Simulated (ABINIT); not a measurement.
**InP (F-43m): G0W0 with ABINIT, start to end**

It takes space group F-43m (No. 216, cubic). Conventional cell: a = 5.869 Å, b = 5.869 Å, c = 5.869 Å, α = 90.00°, β = 90.00°, γ = 90.00°. In has 4 P at 2.54 Å nearest. P has 4 In at 2.54 Å nearest. Farther neighbours, and contacts between anions beyond the nearest, are not listed.

```xyz
2
Lattice="0.0000 2.9343 2.9343 2.9343 0.0000 2.9343 2.9343 2.9343 0.0000" Properties=species:S:1:pos:R:3 pbc="T T T"
In    0.0000    0.0000    0.0000
P     1.4672    1.4672    1.4672
```

* method: RPA screening on PBE with spin-orbit coupling, plane waves, norm-conserving pseudopotentials (and 2 further levels or steps)
* program: ABINIT 10.8.3
* settings: cutoff 33 Ha, PseudoDojo fully relativistic 0.4 stringent, norm-conserving, potential set dojo-fr-pbe-0.4-stringent, ngkpt (4, 4, 4), nband 252, ecuteps 6.7 Ha, shiftk (0, 0, 0), symchi 1, awtr 1, frequency ppm, 4×4×4 k-mesh
* cost: 4 runs, 25 min in all on 4 MPI ranks of Arm Neoverse V1, shared host
* notes: The program’s warnings: Neglecting <n,k|[Vnl,iqr]|m,k>. The cell and positions come from the Crystallography Open Database and are kept as given unless a step says otherwise. Limits: mesh may overstate the screening; screening head approximate. The 4×4×4 mesh is coarse for this cell, which bears on the long-range parts of exchange and screening. The RPA ε∞ on this mesh reaches over 25; with a narrow direct gap a coarse mesh can overstate it, and the correction is then too small.
* PBE gap: 0.66 eV, direct
* G0W0 gap on the mesh: 1.31 eV
* GW settings: 4×4×4 mesh, 252 bands, screening to 182.3 eV, Godby-Needs plasmon pole
* known limits: short of the basis limit; mesh may overstate the screening; screening head approximate; coarse k mesh

G0W0 moves the gap on the mesh from 0.66 eV to 1.31 eV (+0.65 eV), with Z of 0.78 and 0.79 at the edges. Local fields lower the RPA ε∞ on this mesh from 53.26 to 50.46; a Γ-centred mesh this coarse tends to raise both, most where the direct gap is narrow, while a short band sum lowers them.

[Long decimals in the printed logs are rounded to 6 places.]

[Logs are printed without paths, hosts, clocks, repeated set-up lines and the standing remarks that a program may print on its own settings, such as how far it seeks lower states.]

[Paths, hosts, dates, memory and timing lines, banners, echoed tables and standing remarks are left out of the program output; an Ansatz launch command may be rebuilt from the run's recorded settings. Measured values are a selection of at most five: reports struck by readers or far from the other reports are left out. None is set beside runs whose start may be inverted or whose files or cutoffs have a known fault.]

[Runs of the session that timed out or met a known fault of the program may be left out.]

[Hosts, paths, dates, database ids (printed as entryN), source tags and the programs' standing remarks are cut or masked in the printed files.]

[G0W0 gaps are taken among the corrected bands and points alone; a level outside them can change the order at an edge.]

[Where Ansatz stands beside ABINIT at settings called matched, ABINIT's density can come from a denser mesh and the files from another edition; pairs whose starting gaps differed by over 0.03 eV were left out, so agreement reads better than it is.]
